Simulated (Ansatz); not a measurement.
# Lattice dynamics of Ti2CF2 monolayer, part 2 of 2

Aim: the phonons of Ti2CF2 monolayer at a cell relaxed beforehand at this level. After the zone centre comes a 4×4×1 q mesh on a 20×20×1 k mesh.

Ansatz 0.2.0; DFT PBE, scalar-relativistic, plane waves, PAW.

So far. Step 2 (Modes at Γ): Before it was imposed, the acoustic sum rule was missed by 5.0e-5 eV/Å². Small misses are needed for a sound result but don't prove that mesh and cutoff are converged. The lowest optical mode is real, 193 cm⁻¹.

## Step 3: Phonons on a q mesh (continued)

The partial phonon density of states has structure finer than the step of the table below, so its rows give means over 25 cm⁻¹, whole bins alone (the curve runs from -11.8 to 708 cm⁻¹). Peaks (cm⁻¹: height): C 636.0: 0.0404, 672.2: 0.103; F 250.9: 0.0731, 291.7: 0.0289, 373.2: 0.0196; Ti 255.5: 0.0561, 309.8: 0.0282, 400.4: 0.0124, 672.2: 0.00737.

Phonopy on the run's constants, 21x21x1 mesh, Gaussian sigma 5.1 cm-1. Interpolated from a 4×4×1 q mesh. Table of partial phonon density of states by wavenumber; means over each step; values in 1/cm⁻¹/cell:

| wavenumber (cm⁻¹) | C | F | Ti |
| --- | --- | --- | --- |
| 25 | 1.8e-4 | 6.0e-4 | 0.00143 |
| 50 | 3.0e-4 | 0.00101 | 0.00237 |
| 75 | 3.4e-4 | 0.00121 | 0.00277 |
| 100 | 4.1e-4 | 0.00155 | 0.00350 |
| 125 | 4.9e-4 | 0.00208 | 0.00445 |
| 150 | 5.3e-4 | 0.00264 | 0.00536 |
| 175 | 6.1e-4 | 0.00405 | 0.00719 |
| 200 | 7.7e-4 | 0.0159 | 0.0181 |
| 225 | 9.4e-4 | 0.0405 | 0.0363 |
| 250 | 0.00140 | 0.0684 | 0.0519 |
| 275 | 6.1e-4 | 0.0283 | 0.0261 |
| 300 | 6.5e-4 | 0.0182 | 0.0256 |
| 325 | 2.0e-4 | 0.00429 | 0.0177 |
| 350 | 1.3e-5 | 0.00199 | 7.4e-4 |
| 375 | 2.3e-4 | 0.0170 | 0.00659 |
| 400 | 2.4e-4 | 0.0163 | 0.0107 |
| 425 | 1.8e-4 | 0.00884 | 0.00543 |
| 450 | 1.6e-4 | 0.00453 | 0.00263 |
| 475 | 3.1e-5 | 0.00140 | 0.00148 |
| 500 | 5.9e-6 | 7.7e-4 | 9.8e-4 |
| 525 | 0 | 2.3e-5 | 2.9e-5 |
| 550 | 0 | 0 | 0 |
| 575 | 0 | 0 | 0 |
| 600 | 7.4e-7 | 0 | 0 |
| 625 | 0.0140 | 4.8e-5 | 8.9e-4 |
| 650 | 0.0315 | 1.2e-4 | 0.00231 |
| 675 | 0.0653 | 1.1e-4 | 0.00482 |

Harmonic thermodynamic functions per atom, from the density of states. Interpolated from a 4×4×1 q mesh. Thermodynamic functions, by row:

| T (K) | F_vib (meV/atom) | S (J/mol-atom/K) | C_V (J/mol-atom/K) |
| --- | --- | --- | --- |
| 0 | 64.36 | 0 | 0 |
| 100 | 63.37 | 3.245 | 7.22 |
| 200 | 55.91 | 11.21 | 15.64 |
| 300 | 40.46 | 18.39 | 19.56 |
| 400 | 18.23 | 24.32 | 21.54 |
| 500 | -9.6 | 29.25 | 22.62 |
| 600 | -42.14 | 33.44 | 23.27 |
| 700 | -78.72 | 37.06 | 23.68 |
| 800 | -118.8 | 40.24 | 23.96 |
| 900 | -162 | 43.07 | 24.15 |
| 1000 | -208 | 45.62 | 24.29 |

Symmetry leaves 4 wavevectors to solve. The lowest mode among them, the acoustic zeros apart, lies at q = (0, 0.25, 0) and is real, 113 cm⁻¹.

## Step 4: Isotope substitution, element C, natural mass 12.011 amu

An isotope changes the mass and not the force constants, so no new electronic calculation is needed; the shifts show which modes move this element.

The same force constants with the mass of C changed from 12.011 to 13.003 u (phonopy, no LO-TO term). Both lists are sorted by frequency; levels can cross, so a row need not hold one and the same mode. Modes under 3 cm⁻¹ are left out. Isotope shifts, by row, the first 40 of 57 rows:

| q | rank | natural mass (cm⁻¹) | changed mass (cm⁻¹) |
| --- | --- | --- | --- |
| 0 0 0 | 4 | 192.6 | 192.6 |
| 0 0 0 | 5 | 192.6 | 192.6 |
| 0 0 0 | 6 | 250.4 | 250.4 |
| 0 0 0 | 7 | 250.4 | 250.4 |
| 0 0 0 | 8 | 257.9 | 257.7 |
| 0 0 0 | 9 | 257.9 | 257.7 |
| 0 0 0 | 10 | 285.6 | 285.6 |
| 0 0 0 | 11 | 459.5 | 458.5 |
| 0 0 0 | 12 | 507.3 | 507.3 |
| 0 0 0 | 13 | 674 | 651.3 |
| 0 0 0 | 14 | 676 | 652.4 |
| 0 0 0 | 15 | 676 | 652.4 |
| 0 0.25 0 | 1 | 113.2 | 112.8 |
| 0 0.25 0 | 2 | 140.2 | 139.9 |
| 0 0.25 0 | 3 | 208 | 208 |
| 0 0.25 0 | 4 | 215 | 214.7 |
| 0 0.25 0 | 5 | 244.5 | 244.4 |
| 0 0.25 0 | 6 | 245.8 | 245.7 |
| 0 0.25 0 | 7 | 248.3 | 248.1 |
| 0 0.25 0 | 8 | 266.1 | 265.9 |
| 0 0.25 0 | 9 | 293.4 | 293.3 |
| 0 0.25 0 | 10 | 323.2 | 323.2 |
| 0 0.25 0 | 11 | 420.9 | 420.6 |
| 0 0.25 0 | 12 | 430.7 | 430.5 |
| 0 0.25 0 | 13 | 651.4 | 628.4 |
| 0 0.25 0 | 14 | 675.2 | 650.9 |
| 0 0.25 0 | 15 | 676.2 | 652.2 |
| 0 -0.5 0 | 1 | 214.1 | 214.1 |
| 0 -0.5 0 | 2 | 221.2 | 221.2 |
| 0 -0.5 0 | 3 | 227.6 | 227.4 |
| 0 -0.5 0 | 4 | 228.9 | 228.4 |
| 0 -0.5 0 | 5 | 235.8 | 235.8 |
| 0 -0.5 0 | 6 | 249.1 | 248.7 |
| 0 -0.5 0 | 7 | 261.3 | 261.3 |
| 0 -0.5 0 | 8 | 280.4 | 280.4 |
| 0 -0.5 0 | 9 | 288.3 | 288.2 |
| 0 -0.5 0 | 10 | 304.7 | 304.4 |
| 0 -0.5 0 | 11 | 375.1 | 374.8 |
| 0 -0.5 0 | 12 | 399.5 | 399.5 |
| 0 -0.5 0 | 13 | 634.7 | 611.8 |

A mode of this element alone would shift by -3.89 %. The highest zone-centre frequency without the field goes from 676.0 to 652.4 cm⁻¹ (-3.5 %). The product of the frequency ratios over all optical modes at Γ is 0.897; the product rule, (m/m′)^(3k/2) (M′/M)^(3/2) with k = 1 such atoms and M the mass of the cell, gives 0.897.

## Step 5: Another isotope, element Ti, natural mass 47.867 amu

The same for Ti, from 47.87 to 49.94 u.

The same force constants with the mass of Ti changed from 47.867 to 49.945 u (phonopy, no LO-TO term). Both lists are sorted by frequency; levels can cross, so a row need not hold one and the same mode. Modes under 3 cm⁻¹ are left out. Isotope shifts, by row, the first 40 of 57 rows:

| q | rank | natural mass (cm⁻¹) | changed mass (cm⁻¹) |
| --- | --- | --- | --- |
| 0 0 0 | 4 | 192.6 | 191.1 |
| 0 0 0 | 5 | 192.6 | 191.1 |
| 0 0 0 | 6 | 250.4 | 247.1 |
| 0 0 0 | 7 | 250.4 | 247.1 |
| 0 0 0 | 8 | 257.9 | 256.6 |
| 0 0 0 | 9 | 257.9 | 256.6 |
| 0 0 0 | 10 | 285.6 | 282.9 |
| 0 0 0 | 11 | 459.5 | 457.4 |
| 0 0 0 | 12 | 507.3 | 501.3 |
| 0 0 0 | 13 | 674 | 672.2 |
| 0 0 0 | 14 | 676 | 674.6 |
| 0 0 0 | 15 | 676 | 674.6 |
| 0 0.25 0 | 1 | 113.2 | 111.7 |
| 0 0.25 0 | 2 | 140.2 | 138.3 |
| 0 0.25 0 | 3 | 208 | 206.2 |
| 0 0.25 0 | 4 | 215 | 212.3 |
| 0 0.25 0 | 5 | 244.5 | 243 |
| 0 0.25 0 | 6 | 245.8 | 243.6 |
| 0 0.25 0 | 7 | 248.3 | 247.2 |
| 0 0.25 0 | 8 | 266.1 | 263.1 |
| 0 0.25 0 | 9 | 293.4 | 289.9 |
| 0 0.25 0 | 10 | 323.2 | 318.5 |
| 0 0.25 0 | 11 | 420.9 | 418.1 |
| 0 0.25 0 | 12 | 430.7 | 426.6 |
| 0 0.25 0 | 13 | 651.4 | 650.2 |
| 0 0.25 0 | 14 | 675.2 | 674.2 |
| 0 0.25 0 | 15 | 676.2 | 675 |
| 0 -0.5 0 | 1 | 214.1 | 210.6 |
| 0 -0.5 0 | 2 | 221.2 | 217.8 |
| 0 -0.5 0 | 3 | 227.6 | 226 |
| 0 -0.5 0 | 4 | 228.9 | 226.6 |
| 0 -0.5 0 | 5 | 235.8 | 234.7 |
| 0 -0.5 0 | 6 | 249.1 | 245.9 |
| 0 -0.5 0 | 7 | 261.3 | 258.6 |
| 0 -0.5 0 | 8 | 280.4 | 278.4 |
| 0 -0.5 0 | 9 | 288.3 | 286.3 |
| 0 -0.5 0 | 10 | 304.7 | 299.3 |
| 0 -0.5 0 | 11 | 375.1 | 373.1 |
| 0 -0.5 0 | 12 | 399.5 | 395.8 |
| 0 -0.5 0 | 13 | 634.7 | 633.9 |

A mode of this element alone would shift by -2.10 %. The highest zone-centre frequency without the field goes from 676.0 to 674.6 cm⁻¹ (-0.2 %). The product of the frequency ratios over all optical modes at Γ is 0.918; the product rule, (m/m′)^(3k/2) (M′/M)^(3/2) with k = 2 such atoms and M the mass of the cell, gives 0.918.

## Step 6: What came out

| Quantity | Value |
| --- | --- |
| space group (within 0.01 Å) | P-3m1 |
| area per atom | 1.62 Å² |
| electronic character | no gap on this mesh |
| highest optical mode at the zone centre (no LO-TO term) | 675 cm⁻¹ |
| lowest optical zone-centre mode | 193 cm⁻¹ |
| lowest mode on the q mesh (acoustic modes at Γ apart) | 113 cm⁻¹ |
| highest frequency on the path or at a solved wavevector | 678 cm⁻¹ |
| zero-point energy per atom | 64.4 meV |
| heat capacity at 300 K | 19.6 J/(mol atoms K) |
| vibrational entropy at 300 K | 18.4 J/(mol atoms K) |
| imaginary modes on the 4×4×1 q mesh | none |

**Reading.** The structure is a minimum as far as tested: no mode is imaginary at the 4 irreducible wavevectors of the 4×4×1 mesh, and the softest away from the acoustic zeros lies at 113 cm⁻¹. The optical modes at Γ span 193 to 675 cm⁻¹. The highest mode in this list at Γ, 675.4 cm⁻¹, is mostly motion of C (90 % of the kinetic energy). On the path and the mesh, the widest gap between branches runs from 507 to 632 cm⁻¹. With no gap, or one that is small against the smearing, the frequencies hang on the k mesh and the smearing, most of all near Kohn anomalies. In a sheet or slab the interpolated bending branch near Γ is rough, since the rotational sum rule isn't imposed. The starting cell was built on a prototype and not taken from a measurement. These are harmonic frequencies at zero temperature: anharmonic shifts, linewidths and thermal expansion are left out.

[Hosts, paths, dates, database ids (printed as entryN), source tags and the programs' standing remarks are cut or masked in the printed files.]
